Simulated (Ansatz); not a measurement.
# BiSb (model cell, started as NiAs type): relaxing the cell for a phonon run

Wanted: the relaxed cell of BiSb (model cell, started as NiAs type).

Calculated with Ansatz 0.2.0; DFT PBEsol, scalar-relativistic, plane waves, PAW.

Most raw output is cut from this account.

The structure was built from a prototype and need not be the compound's stable phase.

## (1) Starting point

It takes space group P6_3/mmc (No. 194, hexagonal). Conventional cell: a = 4.253 Å, b = 4.253 Å, c = 6.804 Å, α = 90.00°, β = 90.00°, γ = 120.00°. Nearest to Sb lie 6 Bi at 2.99 Å. Nearest to Bi lie 6 Sb at 2.99 Å. Farther neighbours are not listed.

## (2) Probe on a coarse mesh

First a cheap look: the gap decides the mesh and the occupations, the pressure tells how far the cell has to move.

File input.yaml:

```yaml
crystal:
  lattice:
    - [4.25254, 0.0, 0.0]
    - [-2.12627, 3.68281, 0.0]
    - [0.0, 0.0, 6.80406]
  atoms:
    - { symbol: Sb, position: [0.0, 0.0, 0.0] }
    - { symbol: Sb, position: [0.0, 0.0, 0.5] }
    - { symbol: Bi, position: [0.333333, 0.666667, 0.25] }
    - { symbol: Bi, position: [0.666667, 0.333333, 0.75] }
kpoints:
  mp_grid: { grid: [6, 6, 4] }
hamiltonian:
  xc: pbesol
scf:
  occupations: { method: gaussian, width: 0.1 }
output:
  forces: true
  stress: true
  eigenvalues: true
```

Command:

```bash
$ ansatz run input.yaml --threads 4 --pin off --max-ram 7168MiB --backend cpu --events-out ev --progress --plain --runs-dir out
```

Run time: 3.2 s. Hardware: 4 threads of Arm Neoverse N1, shared host; peak memory 0.44 GiB.

This step gave:

```yaml
pressure: 15.16 GPa
volume_per_atom: 26.64 Å³
gap_on_the_k_mesh: 0 eV
```

The coarse mesh shows no gap and a pressure of 15.2 GPa.

## (3) Coarse relaxation

The start is far from rest, so a relaxation with loose tolerances brings it close first.

Edit input.yaml of step 2 so:

```diff
@@ -20 +20,6 @@
   eigenvalues: true
+relax:
+  adjacent_minimum: "off"
+  f_tol: 0.05
+  max_steps: 80
+  cell: { stress_tol: 0.5 }
```

It took 25 s on 4 threads; peak memory 0.48 GiB.

Relaxation path:

| step | energy less that of the first step (eV) | largest force component (eV/Å) | pressure (GPa) | volume (Å³) |
| --- | --- | --- | --- | --- |
| 1 | 0.0000 | 0.0000 | 15.16 | 106.56 |
| 2 | -0.7596 | 0.0000 | 4.78 | 118.61 |
| 3 | -0.9106 | 0.0000 | 1.15 | 124.40 |
| 4 | -0.9237 | 0.0000 | 0.12 | 126.26 |
| 5* | -0.9302 | 0.0000 | 0.19 | 126.26 |
| 6 | -0.9333 | 0.0000 | -0.04 | 126.52 |
| 7* | -0.9334 | 0.0000 | -0.04 | 126.52 |

Relaxation steps marked * repeat the geometry before them on a plane-wave basis chosen anew for their cell, so energy and pressure can jump there.

The run keeps the 24 symmetry operations that it works with, so distortions that break them were not tested.

| cell as run | before | after | change |
| --- | --- | --- | --- |
| a (Å) | 4.253 | 4.369 | +2.7 % |
| b (Å) | 4.253 | 4.369 | +2.7 % |
| c (Å) | 6.804 | 7.654 | +12.5 % |
| volume (Å³/atom) | 26.64 | 31.63 | +18.7 % |

Numbers from this step:

```yaml
pressure: -0.04398 GPa
volume_per_atom: 31.63 Å³
```

In this step the volume went from 26.64 to 31.63 Å³/atom.

## (4) Relaxation

The cell and atoms are relaxed, since residual forces and stress would shift the frequencies.

File input.yaml:

```yaml
crystal:
  lattice:
    - [4.3688558459, 0.0, 0.0]
    - [-2.184427923, 3.7835401481, 0.0]
    - [0.0, 0.0, 7.6542415225]
  atoms:
    - { symbol: Sb, position: [0.0, 0.0, 0.0] }
    - { symbol: Sb, position: [0.0, 0.0, 0.5] }
    - { symbol: Bi, position: [0.3333333333, 0.6666666667, 0.25] }
    - { symbol: Bi, position: [0.6666666667, 0.3333333333, 0.75] }
kpoints:
  mp_grid: { grid: [12, 12, 6] }
hamiltonian:
  xc: pbesol
scf:
  occupations: { method: gaussian, width: 0.1 }
output:
  forces: true
  stress: true
  eigenvalues: true
  write_density: true
  write_potential: true
  elf: true
  volumetric_format: npy
relax:
  adjacent_minimum: "off"
  f_tol: 0.005
  max_steps: 80
  cell: { stress_tol: 0.05 }
```

Wall time 93 s (4 threads); peak memory 0.63 GiB; 5.9 min of CPU time.

The steps of the relaxation:

| step | energy less that of the first step (eV) | largest force component (eV/Å) | pressure (GPa) | volume (Å³) |
| --- | --- | --- | --- | --- |
| 1 | 0.0000 | 0.0000 | -0.01 | 126.52 |
| 2 | -0.0159 | 0.0000 | -0.04 | 125.89 |
| 3 | -0.0178 | 0.0000 | 0.05 | 125.37 |
| 4 | -0.0179 | 0.0000 | -0.05 | 125.47 |
| 5* | -0.0176 | 0.0000 | -0.05 | 125.47 |
| 6 | -0.0177 | 0.0000 | 0.00 | 125.35 |
| 7* | -0.0177 | 0.0000 | 0.00 | 125.35 |

Relaxation steps marked * repeat the geometry before them on a plane-wave basis chosen anew for their cell, so energy and pressure can jump there.

Forces are held to the 24 operations that the run works with; a distortion that breaks them can't arise in this run.

| conventional cell, symmetrised | before | after | change |
| --- | --- | --- | --- |
| a (Å) | 4.369 | 4.284 | -1.9 % |
| b (Å) | 4.369 | 4.284 | -1.9 % |
| c (Å) | 7.654 | 7.888 | +3.0 % |
| volume (Å³/atom) | 31.63 | 31.34 | -0.9 % |

Final coordinates:

```cif
data_structure
_symmetry_space_group_name_H-M 'P 1'
_symmetry_Int_Tables_number 1
_cell_length_a 4.2838
_cell_length_b 4.2838
_cell_length_c 7.8876
_cell_angle_alpha 90.000
_cell_angle_beta 90.000
_cell_angle_gamma 120.000
_cell_volume 125.35
loop_
_atom_site_label
_atom_site_type_symbol
_atom_site_fract_x
_atom_site_fract_y
_atom_site_fract_z
_atom_site_occupancy
Sb1 Sb 0.00000 0.00000 0.00000 1
Sb2 Sb 0.00000 0.00000 0.50000 1
Bi3 Bi 0.33333 0.66667 0.25000 1
Bi4 Bi 0.66667 0.33333 0.75000 1
```

This step gave:

* pressure: 0.001380 GPa
* volume per atom: 31.34 Å³

Electrostatic potential energy in the ac plane at fractional y = 0.000, with atoms of Sb within 0.2 Å of it. With pseudopotentials it is smooth inside the atoms' cores, unlike the true potential.

Ten even steps from '0' (-17 eV) to '9' (13 eV), each cell a mean:
```
00048999997200
00268999998410
23689999998753
78899988899987
99999887889999
99999877789999
99999877889999
88999888899998
55789999999875
01378999998620
00148999997300
00037999996200
00048999997200
00268999998410
23689999998753
78899988899987
99999887889999
99999877789999
99999877889999
88999888899998
55789999999875
01378999998620
00148999997300
00037999996200
```
Columns run along a (4.3 Å; values clipped at the 3rd and 97th percentile), rows up along c (7.9 Å). Atoms in or near the plane, at fractional coordinates: Sb at (0.00, 0.00), Sb at (0.00, 0.50).

Valence density in the ac plane at fractional y = 0.000, with atoms of Sb within 0.2 Å of it. It is the smooth field of the valence electrons, not physical close to the nuclei.

Ten steps, logarithmic in the rise over the least value, from '_' (0 e/Å³) to '@' (20 e/Å³), each cell a mean:
```
@@##==::..__________..--**%%
**++--::..__________..::==++
--::::..____________....::--
......__________________....
____________......__________
__________........__________
__________........__________
..____________..__________..
::::....______________....::
++==::....__________..::--==
%%##==::..__________..--++##
@@%%++::..__________..--**@@
@@##==::..__________..--**%%
**++--::..__________..::==++
--::::..____________....::--
......__________________....
____________......__________
__________........__________
__________........__________
..____________..__________..
::::....______________....::
++==::....__________..::--==
%%##==::..__________..--++##
@@%%++::..__________..--**@@
```
Columns run along a (4.3 Å), rows up along c (7.9 Å). Atoms in or near the plane, at fractional coordinates: Sb at (0.00, 0.00), Sb at (0.00, 0.50).

ELF in the ac plane at fractional y = 0.000, with atoms of Sb within 0.2 Å of it. It is the smooth field of the valence electrons, not physical close to the nuclei.

Values, 24 rows by 14 columns, each cell a mean:
```
0.01 0.05 0.26 0.40 0.49 0.34 0.17 0.12 0.22 0.43 0.47 0.37 0.17 0.03
0.15 0.23 0.36 0.45 0.48 0.32 0.20 0.17 0.23 0.39 0.48 0.42 0.31 0.19
0.35 0.37 0.43 0.48 0.41 0.31 0.26 0.26 0.27 0.34 0.45 0.47 0.40 0.36
0.39 0.41 0.41 0.38 0.33 0.33 0.35 0.36 0.35 0.33 0.35 0.39 0.41 0.40
0.25 0.25 0.25 0.27 0.32 0.37 0.39 0.40 0.39 0.35 0.30 0.26 0.25 0.25
0.12 0.13 0.17 0.23 0.32 0.38 0.41 0.41 0.40 0.36 0.29 0.21 0.15 0.13
0.18 0.19 0.21 0.25 0.32 0.38 0.40 0.41 0.40 0.36 0.29 0.23 0.20 0.18
0.36 0.36 0.35 0.33 0.32 0.35 0.37 0.38 0.37 0.34 0.32 0.34 0.36 0.36
0.38 0.40 0.45 0.45 0.37 0.31 0.30 0.31 0.30 0.33 0.40 0.46 0.43 0.39
0.25 0.30 0.38 0.47 0.46 0.31 0.22 0.20 0.24 0.37 0.48 0.44 0.35 0.28
0.04 0.11 0.30 0.42 0.49 0.33 0.18 0.14 0.22 0.42 0.48 0.38 0.22 0.07
0.00 0.02 0.22 0.39 0.49 0.35 0.16 0.11 0.21 0.44 0.46 0.35 0.12 0.01
0.01 0.05 0.26 0.40 0.49 0.34 0.17 0.12 0.22 0.43 0.47 0.37 0.17 0.03
0.15 0.23 0.36 0.45 0.48 0.32 0.20 0.17 0.23 0.39 0.48 0.42 0.31 0.19
0.35 0.37 0.43 0.48 0.41 0.31 0.26 0.26 0.27 0.34 0.45 0.47 0.40 0.36
0.39 0.41 0.41 0.38 0.33 0.33 0.35 0.36 0.35 0.33 0.35 0.39 0.41 0.40
0.25 0.25 0.25 0.27 0.32 0.37 0.39 0.40 0.39 0.35 0.30 0.26 0.25 0.25
0.12 0.13 0.17 0.23 0.32 0.38 0.41 0.41 0.40 0.36 0.29 0.21 0.15 0.13
0.18 0.19 0.21 0.25 0.32 0.38 0.40 0.41 0.40 0.36 0.29 0.23 0.20 0.18
0.36 0.36 0.35 0.33 0.32 0.35 0.37 0.38 0.37 0.34 0.32 0.34 0.36 0.36
0.38 0.40 0.45 0.45 0.37 0.31 0.30 0.31 0.30 0.33 0.40 0.46 0.43 0.39
0.25 0.30 0.38 0.47 0.46 0.31 0.22 0.20 0.24 0.37 0.48 0.44 0.35 0.28
0.04 0.11 0.30 0.42 0.49 0.33 0.18 0.14 0.22 0.42 0.48 0.38 0.22 0.07
0.00 0.02 0.22 0.39 0.49 0.35 0.16 0.11 0.21 0.44 0.46 0.35 0.12 0.01
```
Columns run along a (4.3 Å), rows up along c (7.9 Å). Atoms in or near the plane, at fractional coordinates: Sb at (0.00, 0.00), Sb at (0.00, 0.50).

In this step the volume went from 31.63 to 31.34 Å³/atom.

## (5) Relaxing to small forces for the phonons

Phonons need a cell at rest on their own settings, so the relaxation is repeated with tight tolerances on forces and stress, using the mesh and the filling of the phonon run that follows.

File input.yaml:

```yaml
crystal:
  lattice:
    - [4.2838368347, 0.0, 0.0]
    - [-2.1419184174, 3.7099115245, 0.0]
    - [0.0, 0.0, 7.8875851872]
  atoms:
    - { symbol: Sb, position: [0.0, 0.0, 0.0] }
    - { symbol: Sb, position: [0.0, 0.0, 0.5] }
    - { symbol: Bi, position: [0.3333333333, 0.6666666667, 0.25] }
    - { symbol: Bi, position: [0.6666666667, 0.3333333333, 0.75] }
kpoints:
  mp_grid: { grid: [12, 12, 6] }
hamiltonian:
  xc: pbesol
scf:
  occupations: { method: methfessel_paxton, width: 0.15 }
output:
  forces: true
  stress: true
  eigenvalues: true
relax:
  adjacent_minimum: "off"
  f_tol: 0.001
  max_steps: 60
  cell: { stress_tol: 0.01 }
```

Run time: 39 s. Hardware: 4 threads; peak memory 0.62 GiB.

Little changed from the start: no atom moved by 0.005 Å and no cell edge by 0.1 %.

Numbers from this step:

| Property | Result |
| --- | --- |
| pressure | 0.004203 GPa |
| volume per atom | 31.33 Å³ |

The forces vanish by symmetry and the pressure is 0.004 GPa, within the tolerances set. The cell now holds 31.33 Å³/atom.

## (6) Results

| Property | Result |
| --- | --- |
| space group after relaxation (within 0.01 Å) | P6_3/mmc |
| lattice constant a | 4.284 Å |
| lattice constant b | 4.284 Å |
| lattice constant c | 7.886 Å |
| volume per atom | 31.3 Å³ |

**Reading.** The forces vanish by symmetry and the pressure is 0.004 GPa, within the tolerances set. The cell now holds 31.33 Å³/atom. The relaxation keeps the symmetry of its start, so it says nothing on stability against lower symmetry. Spin-orbit coupling is left out, which can matter for the heavy elements here. The starting cell was built on a prototype and not taken from a measurement, so the phase need not exist.

[Logs are printed without paths, hosts, clocks, repeated set-up lines and the standing remarks that a program may print on its own settings, such as how far it seeks lower states.]

[Hosts, paths, dates, database ids (printed as entryN), source tags and the programs' standing remarks are cut or masked in the printed files.]
